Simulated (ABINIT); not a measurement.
## How the form of the self-energy moves the gap of AgCl (Chlorargyrite)

Wanted: the gap of AgCl (Chlorargyrite) under several approximations, with cost.

Calculated with ABINIT 10.8.3; PBE and many-body steps on it, plane waves.

Most raw output is cut from this account.

The database entry behind the starting cell differs from later determinations by our own check (an axis about 1.4 % short against later determinations), so it need not match the best structure at ambient conditions.

## 1. Starting point

The structure is cubic, space group Fm-3m (No. 225). Conventional cell: a = 5.470 Å, b = 5.470 Å, c = 5.470 Å, α = 90.00°, β = 90.00°, γ = 90.00°. Nearest to Ag lie 6 Cl at 2.74 Å. Cl has 6 Ag at 2.74 Å nearest. Farther neighbours and most contacts between anions are not listed.

The cell and positions come from the Crystallography Open Database and are kept as given unless a step says otherwise.

## 2. Empty states on the mesh, 4×4×4 mesh, 209 bands

This step: ABINIT 10.8.3; DFT, PBE, plane waves, norm-conserving pseudopotentials.

The sums over transitions need many empty states on a uniform mesh; this step solves for them.

File run.abi:

```
acell 3*1.0 Angstrom
rprim 
  -0.000000000000 2.735000000000 2.735000000000
  2.735000000000 0.000000000000 2.735000000000
  2.735000000000 2.735000000000 -0.000000000000
ntypat 2
znucl 47 17
natom 2
typat 1 2
xred 
  0.000000000000 0.000000000000 0.000000000000
  0.500000000000 0.500000000000 0.500000000000
pp_dirpath "pseudos"
pseudos "Ag.upf, Cl.upf"
ecut 37
ngkpt 4 4 4
nshiftk 1
shiftk 0 0 0
kptopt 1
chksymbreak 0
irdden 1
istwfk *1
nband 209
prtvol 0
optdriver 6
gwr_task "HDIAGO"
paral_kgb 0
occopt 1
indata_prefix "in"
outdata_prefix "out"
tmpdata_prefix "tmp"
```

Started as:

```sh
$ OMP_NUM_THREADS=1 mpirun -n 4 abinit run.abi > log
```

It took 33 s on 4 MPI ranks of Intel Xeon Platinum 8488C (Sapphire Rapids), shared host; peak memory 2.2 GiB.

Numbers from this step:

```
gap                                                           : 0.9065 eV
k of the valence top                                          : 0.5, 0, 0
k of the conduction bottom                                    : 0, 0, 0
least direct gap                                              : 3.396 eV
k points computed                                             : 8
lowest point of the top converged band, above the valence top : 147.8540 eV
```

On this mesh the gap is 0.907 eV.

The density comes from a self-consistent run that is not shown.

## 3. Screening, 4×4×4 mesh, 89 bands, screening to 141.5 eV

The RPA dielectric matrix is built and inverted for each q.

This step: RPA screening on PBE, plane waves, norm-conserving pseudopotentials.

run.abi: that of step 2 with these lines changed.

```diff
@@ -20,10 +20,11 @@
 chksymbreak 0
-irdden 1
 istwfk *1
-nband 209
-prtvol 0
-optdriver 6
-gwr_task "HDIAGO"
-paral_kgb 0
 occopt 1
+irdwfk 1
+optdriver 3
+nband 89
+ecuteps 5.2
+inclvkb 2
+awtr 1
+symchi 1
 indata_prefix "in"
```

Elapsed: 18 s, on 4 MPI ranks; peak memory 0.72 GiB.

This step gave:

```yaml
eps_infinity_with_local_fields_on_this_mesh_along_the_program_s_q_direction: 5.454
the_same_without_local_fields: 5.912
plasma_frequency: 29.60 eV
plane_waves_in_the_screening_matrix: 169
```

Local fields lower ε∞ by 8 %. On a Γ-centred mesh this coarse the value itself is usually too large, while a short band sum pulls it down.

## 4. G0W0, Godby-Needs plasmon pole

The self-energy is evaluated for the states that the input lists, and the levels follow from it, in one-shot runs by the linearised quasiparticle equation.

This step: G0W0 on PBE, plane waves, norm-conserving pseudopotentials.

run.abi: that of step 3 with these lines changed.

```diff
@@ -23,8 +23,17 @@
 irdwfk 1
-optdriver 3
+optdriver 4
 nband 89
+gwcalctyp 0
+ecutsigx 37
+symsigma 1
+nkptgw 2
+kptgw 
+  0.5000000000 0.0000000000 0.0000000000
+  0.0000000000 0.0000000000 0.0000000000
+bdgw 
+  12 15
+  11 17
 ecuteps 5.2
-inclvkb 2
-awtr 1
-symchi 1
+irdscr 1
+ppmodel 1
 indata_prefix "in"
```

Elapsed: 6.3 s, on 4 MPI ranks; peak memory 0.77 GiB; 24 s of CPU time.

This step gave:

| Property | Result |
| --- | --- |
| G0W0 gap on the points computed | 2.058 eV |
| starting gap on the mesh | 0.9065 eV |
| k of the valence top | 0.5, 0, 0 |
| k of the conduction bottom | 0, 0, 0 |
| Z at the valence top | 0.801 |
| Z at the conduction bottom | 0.831 |
| least direct G0W0 gap on the computed points | 4.795 eV |

The gap on the mesh goes from 0.91 eV to 2.06 eV, a correction of +1.15 eV.

## 5. G0W0, Hybertsen-Louie plasmon pole

run.abi: that of step 4 with these lines changed.

```diff
@@ -37,3 +37,3 @@
 irdscr 1
-ppmodel 1
+ppmodel 2
 indata_prefix "in"
```

Wall time 6.3 s (4 MPI ranks); peak memory 0.76 GiB; 24 s of CPU time.

Numbers from this step:

```
G0W0 gap on the points computed              : 1.914 eV
starting gap on the mesh                     : 0.9065 eV
k of the valence top                         : 0.5, 0, 0
k of the conduction bottom                   : 0, 0, 0
Z at the valence top                         : 0.854
Z at the conduction bottom                   : 0.873
least direct G0W0 gap on the computed points : 4.929 eV
```

Against G0W0 in ABINIT (4×4×4 mesh, 89 bands, screening to 141.5 eV, Godby-Needs plasmon pole), the gap moves by −0.144 eV.

## 6. G0W0, Engel-Farid plasmon pole

run.abi: that of step 5 with these lines changed.

```diff
@@ -37,3 +37,3 @@
 irdscr 1
-ppmodel 2
+ppmodel 4
 indata_prefix "in"
```

Run time: 4.8 s. Hardware: 4 MPI ranks; peak memory 0.82 GiB.

This step gave:

```yaml
g0w0_gap_on_the_points_computed: 1.945 eV
starting_gap_on_the_mesh: 0.9065 eV
k_of_the_valence_top: 0.5, 0, 0
k_of_the_conduction_bottom: 0, 0, 0
least_direct_g0w0_gap_on_the_computed_points: 4.765 eV
```

Against G0W0 in ABINIT (4×4×4 mesh, 89 bands, screening to 141.5 eV, Godby-Needs plasmon pole), the gap moves by −0.113 eV.

## 7. One-shot Hartree-Fock

This step: one-shot Hartree-Fock on PBE, plane waves, norm-conserving pseudopotentials.

run.abi: that of step 6 with these lines changed.

```diff
@@ -24,4 +24,4 @@
 optdriver 4
-nband 89
-gwcalctyp 0
+nband 17
+gwcalctyp 5
 ecutsigx 37
@@ -35,5 +35,4 @@
   11 17
-ecuteps 5.2
-irdscr 1
-ppmodel 4
+ixc_sigma 40
+fftgw 31
 indata_prefix "in"
```

The job ended after 2.9 s (4 MPI ranks; peak memory 0.2 GiB; 11 s of CPU time).

Numbers from this step:

```
quasiparticle gap on the points computed              : 10.12 eV
starting gap on the mesh                              : 0.9065 eV
k of the valence top                                  : 0.5, 0, 0
k of the conduction bottom                            : 0, 0, 0
least direct quasiparticle gap on the computed points : 11.95 eV
```

Against G0W0 in ABINIT (4×4×4 mesh, 89 bands, screening to 141.5 eV, Godby-Needs plasmon pole), the gap moves by +8.066 eV.

## 8. Screening, 4×4×4 mesh, 89 bands, screening to 141.5 eV

This step: RPA screening on PBE, plane waves, norm-conserving pseudopotentials.

run.abi: that of step 7 with these lines changed.

```diff
@@ -23,16 +23,14 @@
 irdwfk 1
-optdriver 4
-nband 17
-gwcalctyp 5
-ecutsigx 37
-symsigma 1
-nkptgw 2
-kptgw 
-  0.5000000000 0.0000000000 0.0000000000
-  0.0000000000 0.0000000000 0.0000000000
-bdgw 
-  12 15
-  11 17
-ixc_sigma 40
-fftgw 31
+optdriver 3
+nband 89
+ecuteps 5.2
+inclvkb 2
+awtr 1
+symchi 1
+gwcalctyp 2
+nfreqre 16
+freqremax 40 eV
+nfreqim 8
+spmeth 1
+nomegasf 120
 indata_prefix "in"
```

Wall time 30 s (4 MPI ranks); peak memory 0.9 GiB; 2 min of CPU time.

This step gave:

```yaml
eps_infinity_with_local_fields_on_this_mesh_along_the_program_s_q_direction: 5.566
the_same_without_local_fields: 6.029
plasma_frequency: 29.60 eV
plane_waves_in_the_screening_matrix: 169
```

## 9. G0W0, contour deformation

This step: G0W0 on PBE, plane waves, norm-conserving pseudopotentials.

run.abi: that of step 8 with these lines changed.

```diff
@@ -23,14 +23,16 @@
 irdwfk 1
-optdriver 3
+optdriver 4
 nband 89
+gwcalctyp 2
+ecutsigx 37
+symsigma 1
+nkptgw 2
+kptgw 
+  0.5000000000 0.0000000000 0.0000000000
+  0.0000000000 0.0000000000 0.0000000000
+bdgw 
+  12 15
+  11 17
 ecuteps 5.2
-inclvkb 2
-awtr 1
-symchi 1
-gwcalctyp 2
-nfreqre 16
-freqremax 40 eV
-nfreqim 8
-spmeth 1
-nomegasf 120
+irdscr 1
 indata_prefix "in"
```

The job ended after 5 s (4 MPI ranks; peak memory 0.86 GiB).

Numbers from this step:

* G0W0 gap on the points computed: 2.048 eV
* starting gap on the mesh: 0.9065 eV
* k of the valence top: 0.5, 0, 0
* k of the conduction bottom: 0, 0, 0
* least direct G0W0 gap on the computed points: 4.664 eV

Against G0W0 in ABINIT (4×4×4 mesh, 89 bands, screening to 141.5 eV, Godby-Needs plasmon pole), the gap moves by −0.010 eV.

## 10. Side by side

Times are wall times on 4 MPI ranks of Intel Xeon Platinum 8488C (Sapphire Rapids), shared host, good to a factor of about two. A run's time includes the screening step that it read.

| run | mesh | bands | screening cutoff (eV) | DFT gap (eV) | gap on the mesh (eV) | direct (eV) | ε∞ used | time |
| --- | --- | --- | --- | --- | --- | --- | --- | --- |
| G0W0, Godby-Needs plasmon pole | 4×4×4 | 89 | 141.5 | 0.907 | 2.058 | 4.795 | 5.45 | 25 s |
| G0W0, Hybertsen-Louie plasmon pole | 4×4×4 | 89 | 141.5 | 0.907 | 1.914 | 4.929 | 5.45 | 25 s |
| G0W0, Engel-Farid plasmon pole | 4×4×4 | 89 | 141.5 | 0.907 | 1.945 | 4.765 | 5.45 | 23 s |
| one-shot Hartree-Fock | 4×4×4 | - | - | 0.907 | 10.124 | 11.950 | - | 2.9 s |
| G0W0, contour deformation | 4×4×4 | 89 | 141.5 | 0.907 | 2.048 | 4.664 | 5.57 | 35 s |

## 11. Outcome

```json
{
  "G0W0, Godby-Needs plasmon pole": "2.058 eV",
  "G0W0, Hybertsen-Louie plasmon pole": "1.914 eV",
  "G0W0, Engel-Farid plasmon pole": "1.945 eV",
  "one-shot Hartree-Fock": "10.124 eV",
  "G0W0, contour deformation": "2.048 eV",
  "known limits": "not at the basis limit; d shell near the gap, gap tends to lie low; no spin-orbit coupling; coarse k mesh"
}
```

In words: G0W0, Hybertsen-Louie plasmon pole: −0.144 eV against G0W0, Godby-Needs plasmon pole. G0W0, Engel-Farid plasmon pole: −0.113 eV against G0W0, Godby-Needs plasmon pole. One-shot Hartree-Fock: +8.066 eV against G0W0, Godby-Needs plasmon pole. G0W0, contour deformation: −0.010 eV against G0W0, Godby-Needs plasmon pole. Bare exchange alone opens the gap to 10.12 eV; against G0W0, correlation takes back 8.07 eV. Bands and cutoff are finite, so the gap is not at the basis limit. The miss can reach some tenths of an eV and take either sign; the mesh is an error of its own. In the first G0W0 run levels were corrected at 2 k points alone, so a gap called «on the mesh» is the least over those, and an edge elsewhere would be missed. The 4×4×4 mesh is coarse for this cell, which bears on the long-range parts of exchange and screening. A d shell, filled or nearly so, lies near the gap. One-shot GW converges very slowly in bands there, not always from below, and on a semilocal start the gap tends to come out low; starts rich in exact exchange can overshoot instead. The many-body steps are scalar-relativistic: spin-orbit coupling is not in them.

[Paths, hosts, dates, memory and timing lines, banners, echoed tables and standing remarks are left out of the program output.]

[Logs are printed without paths, hosts, clocks, repeated set-up lines and the standing remarks that a program may print on its own settings, such as how far it seeks lower states.]

[Runs of the session that timed out or met a known fault of the program may be left out.]

[No measured gap is set beside runs whose start may be inverted or whose files or cutoffs have a known fault.]

[Hosts, paths, dates, database ids (printed as entryN), source tags and the programs' standing remarks are cut or masked in the printed files.]

[G0W0 gaps are taken among the corrected bands and points alone; a level outside them can change the order at an edge.]

[Where Ansatz stands beside ABINIT at settings called matched, ABINIT's density can come from a denser mesh and the files from another edition; pairs whose starting gaps differed by over 0.03 eV were left out, so agreement reads better than it is.]
